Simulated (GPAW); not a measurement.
# How BaTiO3 absorbs and reflects light

Wanted: where BaTiO3 starts to absorb, how strongly, and its refractive index. The cell comes from an older database entry, whose edges can differ from later determinations, mostly by under a per cent.

Method: DFT, PBE, plane-wave PAW (GPAW data sets), scalar-relativistic, RPA, optical limit, in GPAW 26.7.0.

Report form: the programs' logs are mostly left out.

The database entry behind the starting cell differs from later determinations by our own check (c/a about 0.6 % short), so it need not match the best structure at ambient conditions.

## 1. Set-up

Symmetry: P4mm, No. 99, tetragonal system. Conventional cell: a = 4.000 Å, b = 4.000 Å, c = 4.018 Å, α = 90.00°, β = 90.00°, γ = 90.00°. Nearest to Ba lie 12 O at 2.79 to 2.88 Å. Ti has 6 O at 1.89 to 2.13 Å nearest. Nearest to O lie 2 Ti at 2.00 Å and 4 Ba at 2.79 to 2.88 Å. Nearest to O lie 2 Ti at 1.89 to 2.13 Å and 4 Ba at 2.83 Å. Farther neighbours and most contacts between anions are not listed.

## 2. Ground state

First the ground state: is it a metal or has it a gap?

This step: DFT, PBE, plane-wave PAW (GPAW data sets), scalar-relativistic, ground state (GPAW 26.7.0).

gs.py

```python
from ase import Atoms
from ase.dft.bandgap import bandgap
from gpaw import GPAW, PW, FermiDirac

atoms = Atoms(['Ba', 'Ti', 'O', 'O', 'O'],
              cell=[[3.999800000000, 0.000000000000, 0.000000000000],
                    [0.000000000000, 3.999800000000, 0.000000000000],
                    [0.000000000000, 0.000000000000, 4.018000000000]],
              scaled_positions=[[0.000000000000, 0.000000000000, 0.000000000000],
                                [0.500000000000, 0.500000000000, 0.490000000000],
                                [0.000000000000, 0.500000000000, 0.517000000000],
                                [0.500000000000, 0.000000000000, 0.517000000000],
                                [0.500000000000, 0.500000000000, 0.019000000000]],
              pbc=[True, True, True])
atoms.calc = GPAW(mode=PW(500), xc='PBE', kpts={'size': (6, 6, 6), 'gamma': True},
                  occupations=FermiDirac(0.05), maxiter=150, txt='gs.txt')
print('energy (eV)', atoms.get_potential_energy())
print('Fermi level (eV)', atoms.calc.get_fermi_level())
print('valence electrons', atoms.calc.get_number_of_electrons())
print('gap (eV)', bandgap(atoms.calc, output=None)[0])
print('direct gap (eV)', bandgap(atoms.calc, direct=True, output=None)[0])
atoms.calc.write('gs.gpw')
```

Command:

```
> OMP_NUM_THREADS=1 python gs.py
```

The job ended after 29 s (1 thread of Intel Xeon Platinum 8375C at 2.90GHz (Ice Lake), shared host; peak memory 0.19 GiB).

This step gave:

| Item | Value |
| --- | --- |
| energy | -38.20 eV |
| Fermi energy | 8.616 eV |
| gap on the k-mesh | 1.811 eV |
| direct gap on the mesh | 2.090 eV |
| electrons | 40 |

There is a gap, 1.81 eV on this mesh (points off the mesh can give less), so no carriers' term is needed.

## 3. Bands for the response

The response needs many more empty bands than the density does.

This step: DFT, PBE, plane-wave PAW (GPAW data sets), scalar-relativistic, bands at fixed density (GPAW 26.7.0).

nscf.py

```python
from ase.dft.bandgap import bandgap
from gpaw import GPAW, FermiDirac

calc = GPAW('gs.gpw').fixed_density(kpts={'size': (7, 7, 7), 'gamma': True}, nbands=57, convergence={'bands': 51},
                                    occupations=FermiDirac(0.001), txt='nscf.txt')
print('gap (eV)', bandgap(calc, output=None)[0])
print('direct gap (eV)', bandgap(calc, direct=True, output=None)[0])
print('top band over the Fermi level (eV)', min(calc.get_eigenvalues(kpt=k)[50] for k in range(len(calc.get_ibz_k_points()))) - calc.get_fermi_level())
calc.write('full.gpw', mode='all')
```

Command:

```
> OMP_NUM_THREADS=1 python nscf.py
```

The job ended after 53 s (1 thread; peak memory 0.24 GiB).

Numbers from this step:

```
gap on the k-mesh : 1.904 eV
```

## 4. Dielectric function, RPA

Local fields let the induced charge screen the field inside the cell, which as a rule lowers ε, most along directions where the density is uneven.

This step: DFT, PBE, plane-wave PAW (GPAW data sets), scalar-relativistic, RPA, optical limit (GPAW 26.7.0).

df.py

```python
from gpaw.response.df import DielectricFunction

df = DielectricFunction('full.gpw', frequencies={'type': 'nonlinear', 'domega0': 0.03, 'omega2': 8},
                        ecut=50,
                        eta=0.15,
                        nbands=51,
                        txt='df.txt')
for direction in ['x', 'z']:
    df.get_dielectric_function(xc='RPA', direction=direction, filename=f'df_{direction}.csv')
```

Command:

```
> OMP_NUM_THREADS=1 python df.py
```

Elapsed: 11 s, on 1 thread; peak memory 0.37 GiB.

Read-outs, printed or worked out from the files:

```
electronic dielectric constant ε∞, mean over x, y and z (by symmetry where fewer were run) : 5.846
```

Some rows of df_x.csv (energy; Re and Im without local fields; Re and Im with them):

```text
0.000000, 6.202681, 0.000000, 5.966072, 0.000000
0.429336, 6.244127, 0.029653, 6.005539, 0.028226
0.878195, 6.385296, 0.067543, 6.139808, 0.064169
1.347938, 6.680983, 0.130718, 6.420240, 0.123695
1.840057, 7.304529, 0.318161, 7.008372, 0.298845
2.356191, 8.072910, 1.145631, 7.726575, 1.061365
2.898142, 8.757490, 3.051671, 8.417666, 2.790592
3.467895, 7.918659, 5.228512, 7.791396, 4.829387
4.067647, 5.570276, 7.222255, 5.834211, 6.905519
4.699832, 1.847055, 4.217101, 1.788974, 4.470457
5.367152, 2.426735, 3.213272, 2.289544, 3.395325
6.072622, 3.931831, 3.036201, 3.727415, 3.142961
6.819608, 4.113290, 3.629719, 3.859523, 3.727108
7.611886, 2.651346, 4.009638, 2.151369, 4.130995
8.453705, 2.798668, 4.180600, 2.216280, 4.067534
9.349861, 1.057338, 4.294604, 0.697940, 3.978552
10.305790, 0.090374, 4.198141, 0.051863, 3.784730
11.327680, -0.255870, 2.427424, -0.325203, 2.325319
12.422601, 0.217682, 1.346866, -0.073766, 1.273474
13.598673, 0.894543, 0.745385, 0.516246, 0.677390
```

Sum at mesh points, not converged in k; values under the direct gap are tails of Lorentzian lines. The Im ε by photon energy; read off at these points:

```tsv
photon energy (eV)	E ∥ x	E ∥ z
0.00	0	0
0.50	0.0332	0.0244
1.00	0.0764	0.0540
1.50	0.155	0.0990
2.00	0.498	0.199
2.50	1.37	0.654
3.00	3.29	1.96
3.50	5.07	3.74
4.00	6.38	5.72
4.16	7.24	6.61
4.50	6.13	5.55
5.00	3.49	3.86
5.50	2.91	3.09
6.00	2.88	3.03
6.50	3.46	3.73
7.00	4.19	4.39
7.21	4.54	4.94
7.50	4.38	4.76
8.00	4.37	5.23
8.50	4.24	4.69
8.70	4.66	4.87
9.00	4.00	4.21
9.50	3.67	4.11
10.00	3.71	3.78
10.50	3.53	3.46
11.00	2.74	2.70
11.50	2.26	2.24
12.00	1.89	1.84
12.50	1.31	1.35
13.00	0.923	0.952
13.50	0.718	0.735
```

The reflectivity at normal incidence has structure finer than the step of the table below, so its rows give means over 0.5 eV, whole bins alone (the curve runs from 0 to 14.0 eV). Peaks (eV: height): E ∥ x 4.16: 30.2, 10.66: 28.1; E ∥ z 4.11: 29.0, 8.03: 26.0, 9.48: 26.3, 10.59: 29.0.

Sum at mesh points, not converged in k. The reflectivity at normal incidence by photon energy; means over each step:

```tsv
photon energy (eV)	E ∥ x (%)	E ∥ z (%)
0.5	17.7	16.6
1.0	18.2	17.0
1.5	19.3	17.7
2.0	21.1	19.0
2.5	23.2	21.1
3.0	25.3	23.3
3.5	26.8	25.7
4.0	28.5	27.7
4.5	27.4	25.8
5.0	19.0	20.7
5.5	15.8	17.4
6.0	16.3	17.3
6.5	17.8	19.2
7.0	20.7	21.6
7.5	21.1	22.7
8.0	21.2	23.5
8.5	22.0	23.6
9.0	23.4	24.5
9.5	23.0	25.5
10.0	22.9	24.1
10.5	27.0	27.8
11.0	25.9	25.5
11.5	24.2	24.8
12.0	25.1	24.9
12.5	19.7	20.2
13.0	14.1	14.9
13.5	7.52	7.65
```

The loss function −Im 1/ε at q → 0 has structure finer than the step of the table below, so its rows give means over 0.5 eV, whole bins alone (the curve runs from 0 to 14.0 eV). Peaks (eV: height): E ∥ x 13.43: 1.09; E ∥ z 13.43: 1.07.

Sum at mesh points, not converged in k; values under the direct gap are tails of Lorentzian lines. The loss function −Im 1/ε at q → 0 by energy loss; means over each step:

```tsv
energy loss (eV)	E ∥ x	E ∥ z
0.5	9.2e-4	7.7e-4
1.0	0.00201	0.00163
1.5	0.00370	0.00276
2.0	0.00994	0.00499
2.5	0.0218	0.0125
3.0	0.0409	0.0288
3.5	0.0625	0.0467
4.0	0.0846	0.0737
4.5	0.150	0.122
5.0	0.189	0.161
5.5	0.190	0.159
6.0	0.141	0.137
6.5	0.145	0.135
7.0	0.142	0.130
7.5	0.178	0.163
8.0	0.182	0.177
8.5	0.193	0.187
9.0	0.223	0.218
9.5	0.258	0.247
10.0	0.256	0.264
10.5	0.286	0.297
11.0	0.363	0.368
11.5	0.439	0.439
12.0	0.525	0.533
12.5	0.753	0.729
13.0	0.979	0.980
13.5	0.977	0.982
```

Sum at mesh points, not converged in k; values under the direct gap are tails of Lorentzian lines. Im ε, E ∥ x against photon energy; read off at these points:

```tsv
photon energy (eV)	without local fields	with local fields
0.000	0	0
0.250	0.0169	0.0161
0.500	0.0349	0.0332
0.750	0.0554	0.0527
1.000	0.0805	0.0764
1.250	0.114	0.108
1.500	0.164	0.155
1.750	0.257	0.242
2.000	0.532	0.498
2.250	0.990	0.923
2.500	1.49	1.37
2.750	2.36	2.16
3.000	3.59	3.29
3.250	4.30	3.96
3.500	5.48	5.07
3.750	5.69	5.38
4.000	6.73	6.38
4.156	7.43	7.24
4.250	7.15	7.09
4.500	5.84	6.13
4.750	4.00	4.22
5.000	3.34	3.49
5.250	3.54	3.70
5.500	2.75	2.91
5.750	2.55	2.66
6.000	2.77	2.88
6.250	3.25	3.36
6.500	3.33	3.46
6.750	3.34	3.44
7.000	4.06	4.19
7.210	4.34	4.54
7.250	4.27	4.47
7.500	4.21	4.38
7.750	3.74	3.79
8.000	4.43	4.37
8.250	4.16	4.13
8.500	4.39	4.24
8.704	4.95	4.67
8.750	4.88	4.60
9.000	4.26	4.00
9.250	4.49	4.16
9.500	4.00	3.67
9.750	3.92	3.50
10.000	4.14	3.71
10.250	4.39	3.94
10.500	3.85	3.53
10.750	3.14	3.00
11.000	2.90	2.74
11.250	2.57	2.45
11.500	2.34	2.26
11.750	2.10	2.09
12.000	1.86	1.89
12.250	1.44	1.41
12.500	1.40	1.31
12.750	1.24	1.19
13.000	0.990	0.923
13.250	0.997	0.942
13.500	0.790	0.718
13.750	0.679	0.610
```

From ε follow the optical constants at some laser and lamp lines:

```tsv
wavelength (nm)	n x	k x	R (%) x	1/α x	n z	k z	R (%) z	1/α z
1550	2.47	0.012	18.0	11 µm	2.39	0.009	16.8	14 µm
800	2.57	0.033	19.4	2.0 µm	2.46	0.021	17.8	3.0 µm
532	2.78	0.183	22.3	231 nm	2.64	0.082	20.3	515 nm
450	2.89	0.375	24.3	95 nm	2.78	0.209	22.5	172 nm
405	2.90	0.593	25.5	54 nm	2.82	0.374	23.5	86 nm
308	2.75	1.195	29.0	21 nm	2.85	1.044	28.3	23 nm
248	1.84	0.950	17.9	21 nm	1.96	0.987	19.5	20 nm
```

Below the direct gap, k and the depth come from the tails of the Lorentzian lines, not from transitions.

Rows near the edge hang on the gap, which this functional as a rule makes too small, and phonon-assisted absorption is left out.

## 5. Results

* electronic dielectric constant ε∞, mean over x, y and z (by symmetry where fewer were run) (RPA): 5.85

In words: At this level (PBE, RPA) BaTiO3 has a mean ε∞ = 5.85 and n = 2.47 at 1550 nm (E ∥ x). On the mesh the gap is 1.90 eV and the least direct gap 2.09 eV, so on this mesh the band edges lie at different points. Local fields change the static value along x from 6.20 to 5.97 (-4 %). The static values by axis are 5.97 (x), 5.61 (z). Excitons and phonon-assisted transitions are missing; PBE gaps are as a rule too small, which pulls the onset down and ε∞ up. Spin-orbit coupling is left out although heavy atoms are present. In this version of GPAW the matrix elements of the optical limit are incomplete, which can lower ε − 1 by up to a tenth where first-row anions or d states rule, and shift it by more in d metals. The sum runs over mesh points 0.22 Å⁻¹ apart with no interpolation, so peaks are partly noise of the mesh and static values carry its error.

[Machine, clock and banner lines and Python warnings are left out of the logs.]

[Logs are printed without paths, hosts, clocks, repeated set-up lines and the standing remarks that a program may print on its own settings, such as how far it seeks lower states.]

[Hosts, paths, dates, database ids (printed as entryN), source tags and the programs' standing remarks are cut or masked in the printed files.]
